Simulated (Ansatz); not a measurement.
# YSb (model cell, started as zinc blende): phonons and vibrational spectra, part 2 of 2

Wanted: phonon frequencies of YSb (model cell, started as zinc blende) and what follows from them.

Ansatz 0.2.0; DFT LDA, scalar-relativistic, plane waves, PAW.

So far. Step 3 (Tight relaxation): The forces vanish by symmetry and the pressure is 0.008 GPa, within the tolerances set. The cell now holds 39.16 Å³/atom. Step 4 (Modes at Γ): Before it was imposed, the acoustic sum rule was missed by 1.0e-4 eV/Å² and the charge sum rule by 6.2e-4 e. Small misses are needed for a sound result but don't prove that mesh and cutoff are converged. The lowest optical mode is real, 174 cm⁻¹. The relaxed cell has a = 6.792 Å (conventional setting).

The structure was built from a prototype and need not be the compound's stable phase.

**5. The dispersion (continued)**

Tetrahedra on a 16×16×16 mesh, mean over bins of 2 cm-1. Interpolated from a 4×4×4 q mesh. The phonon density of states by wavenumber; read off at these points:

wavenumber (cm⁻¹), phonon density of states (1/cm⁻¹/cell) and a bar:
```
     -5.0      0.003 
      1.0      0.003 
      7.0      0.006 
     11.0      0.011 #
     17.0      0.023 ##
     23.0      0.063 ####
     29.0      0.072 #####
     33.0      0.080 #####
     35.0      0.063 ####
     39.0      0.051 ###
     45.0      0.051 ###
     51.0      0.002 
     57.0      0.003 
     63.0      0.004 
     69.0      0.005 
     73.0      0.006 
     79.0      0.007 
     85.0      0.009 #
     91.0      0.011 #
     97.0      0.014 #
    101.0      0.017 #
    107.0      0.030 ##
    113.0      0.024 ##
    119.0      0.022 #
    125.0      0.020 #
    129.0      0.000 
    135.0      0.000 
    141.0      0.000 
    147.0      0.000 
    153.0      0.001 
    159.0      0.031 ##
    163.0      0.032 ##
    169.0      0.042 ###
    173.0      0.460 ##############################
    175.0      0.265 #################
    181.0      0.021 #
    187.0      0.016 #
    191.0      0.013 #
    197.0      0.009 #
    203.0      0.002
```

The partial phonon density of states has structure finer than the step of the table below, so its rows give means over 10 cm⁻¹, whole bins alone (the curve runs from -15.3 to 219 cm⁻¹). Peaks (cm⁻¹: height): Sb 30.4: 0.0458, 107.0: 0.0201, 173.3: 0.129; Y 30.4: 0.0281, 173.3: 0.218.

Phonopy on the run's constants, 15x15x15 mesh, Gaussian sigma 2.0 cm-1. Interpolated from a 4×4×4 q mesh. The partial phonon density of states by wavenumber; means over each step; values in 1/cm⁻¹/cell:

| wavenumber (cm⁻¹) | Sb | Y |
| --- | --- | --- |
| -10 | 4.8e-4 | 3.4e-4 |
| 0 | 0.00192 | 0.00137 |
| 10 | 0.00649 | 0.00444 |
| 20 | 0.0276 | 0.0176 |
| 30 | 0.0433 | 0.0266 |
| 40 | 0.0324 | 0.0194 |
| 50 | 0.0143 | 0.00839 |
| 60 | 0.00224 | 0.00142 |
| 70 | 0.00337 | 0.00200 |
| 80 | 0.00481 | 0.00264 |
| 90 | 0.00714 | 0.00350 |
| 100 | 0.0121 | 0.00498 |
| 110 | 0.0196 | 0.00621 |
| 120 | 0.0183 | 0.00283 |
| 130 | 0.00384 | 1.6e-4 |
| 140 | 0 | 0 |
| 150 | 1.5e-4 | 0.00226 |
| 160 | 0.00398 | 0.0225 |
| 170 | 0.0684 | 0.122 |
| 180 | 0.0219 | 0.0388 |
| 190 | 0.00508 | 0.00881 |
| 200 | 0.00239 | 0.00358 |
| 210 | 4.9e-5 | 6.9e-5 |

Second derivatives of the energy by pair, one row for each kind of neighbour of each atom listed. Each entry sums the pair over the periodic images of the supercell that the q mesh stands for, and in a polar crystal it holds the long-range dipole part too. Force constants by pair, by row:

| atom | neighbour | distance (Å) | third of the trace (eV/Å²) | along the pair's line (eV/Å²) |
| --- | --- | --- | --- | --- |
| Y1 | itself | 0 | 6.767 | – |
| Y1 | Sb | 2.941 | -1.535 | -4.178 |
| Y1 | Y | 4.802 | -0.0292 | -0.3246 |
| Y1 | Sb | 5.631 | -0.0306 | 0.1176 |
| Y1 | Y | 6.792 | -0.0211 | -0.1017 |
| Y1 | Sb | 7.401 | 0.0411 | 0.1145 |
| Sb2 | itself | 0 | 6.003 | – |
| Sb2 | Y | 2.941 | -1.535 | -4.178 |
| Sb2 | Sb | 4.802 | 0.0228 | -0.2694 |
| Sb2 | Y | 5.631 | -0.0306 | 0.1176 |
| Sb2 | Sb | 6.792 | -0.0099 | -0.0618 |
| Sb2 | Y | 7.401 | 0.0411 | 0.1145 |

Symmetry leaves 8 wavevectors to solve. The lowest mode among them, the acoustic zeros apart, lies at q = (0, 0, 0.25) and is real, 13.2 cm⁻¹. Between them the interpolated path dips to 6i cm⁻¹.

**6. Isotope substitution**

An isotope changes the mass and not the force constants, so no new electronic calculation is needed; the shifts show which modes move this element.

The same force constants with the mass of Sb changed from 121.760 to 122.904 u (phonopy, no LO-TO term). Both lists are sorted by frequency; levels can cross, so a row need not hold one and the same mode. Modes under 3 cm⁻¹ are left out. Isotope shifts, by row:

| q | rank | natural mass (cm⁻¹) | changed mass (cm⁻¹) |
| --- | --- | --- | --- |
| 0 0 0 | 4 | 174.4 | 174 |
| 0 0 0 | 5 | 174.4 | 174 |
| 0 0 0 | 6 | 174.4 | 174 |
| 0 0 0.25 | 1 | 13.22 | 13.18 |
| 0 0 0.25 | 2 | 13.22 | 13.18 |
| 0 0 0.25 | 3 | 67.86 | 67.66 |
| 0 0 0.25 | 4 | 174.4 | 174.1 |
| 0 0 0.25 | 5 | 174.4 | 174.1 |
| 0 0 0.25 | 6 | 192.8 | 192.5 |
| 0 0 -0.5 | 1 | 19.32 | 19.27 |
| 0 0 -0.5 | 2 | 19.32 | 19.27 |
| 0 0 -0.5 | 3 | 106.7 | 106.3 |
| 0 0 -0.5 | 4 | 174.2 | 174 |
| 0 0 -0.5 | 5 | 174.7 | 174.3 |
| 0 0 -0.5 | 6 | 174.7 | 174.3 |
| 0 0.25 0.25 | 1 | 22.3 | 22.24 |
| 0 0.25 0.25 | 2 | 22.3 | 22.24 |
| 0 0.25 0.25 | 3 | 74.98 | 74.75 |
| 0 0.25 0.25 | 4 | 172.5 | 172.2 |
| 0 0.25 0.25 | 5 | 172.5 | 172.2 |
| 0 0.25 0.25 | 6 | 190.7 | 190.3 |

A mode of this element alone would shift by -0.47 %. The highest zone-centre frequency without the field goes from 174.4 to 174.0 cm⁻¹ (-0.2 %). The product of the frequency ratios over all optical modes at Γ is 0.994; the product rule, (m/m′)^(3k/2) (M′/M)^(3/2) with k = 1 such atoms and M the mass of the cell, gives 0.994.

**7. Outcome**

| Property | Result |
| --- | --- |
| space group after relaxation (within 0.01 Å) | F-43m |
| volume per atom | 39.2 Å³ |
| gap on the k-mesh | 1.31 eV |
| highest optical mode at the zone centre (no LO-TO term) | 174 cm⁻¹ |
| top of the zone-centre spectrum with the field | 204 cm⁻¹ |
| lowest optical zone-centre mode | 174 cm⁻¹ |
| mean high-frequency dielectric constant | 8.13 |
| mean static dielectric constant | 11.1 |
| largest Born charge (third of the trace) | 2.72 e |
| lowest mode on the q mesh (acoustic modes at Γ apart) | 13.2 cm⁻¹ |
| highest frequency on the path or at a solved wavevector | 204 cm⁻¹ |
| imaginary modes on the 4×4×4 q mesh | none |

No mode is imaginary at the 8 irreducible wavevectors solved, but between them the interpolated path dips to 5.9i cm⁻¹, so stability is not settled. Without the field, the optical modes at Γ form one degenerate level at 174 cm⁻¹. With the macroscopic field of the longitudinal modes the top of the zone-centre spectrum lies at 204 cm⁻¹, against 174 cm⁻¹ without it. Lattice motion raises the mean dielectric constant from 8.130 to 11.10. The strongest infrared line is at 174 cm⁻¹. Averaged over orientations, the strongest Raman line at 532 nm and 300 K is at 174 cm⁻¹, among the modes without the field; their longitudinal partners can be Raman active too. The tensors are the static, non-resonant ones, while 532 nm light (2.33 eV) lies above the computed gap. The program warns that the interpolation holds no quadrupole term, so branches close to Γ can be off in this crystal. Spin-orbit coupling is left out, which can matter for the heavy elements here. The starting cell was built on a prototype and not taken from a measurement, so the phase need not exist. These are harmonic frequencies at zero temperature: anharmonic shifts, linewidths and thermal expansion are left out.

[Logs are printed without paths, hosts, clocks, repeated set-up lines and the standing remarks that a program may print on its own settings, such as how far it seeks lower states.]

[Hosts, paths, dates, database ids (printed as entryN), source tags and the programs' standing remarks are cut or masked in the printed files.]
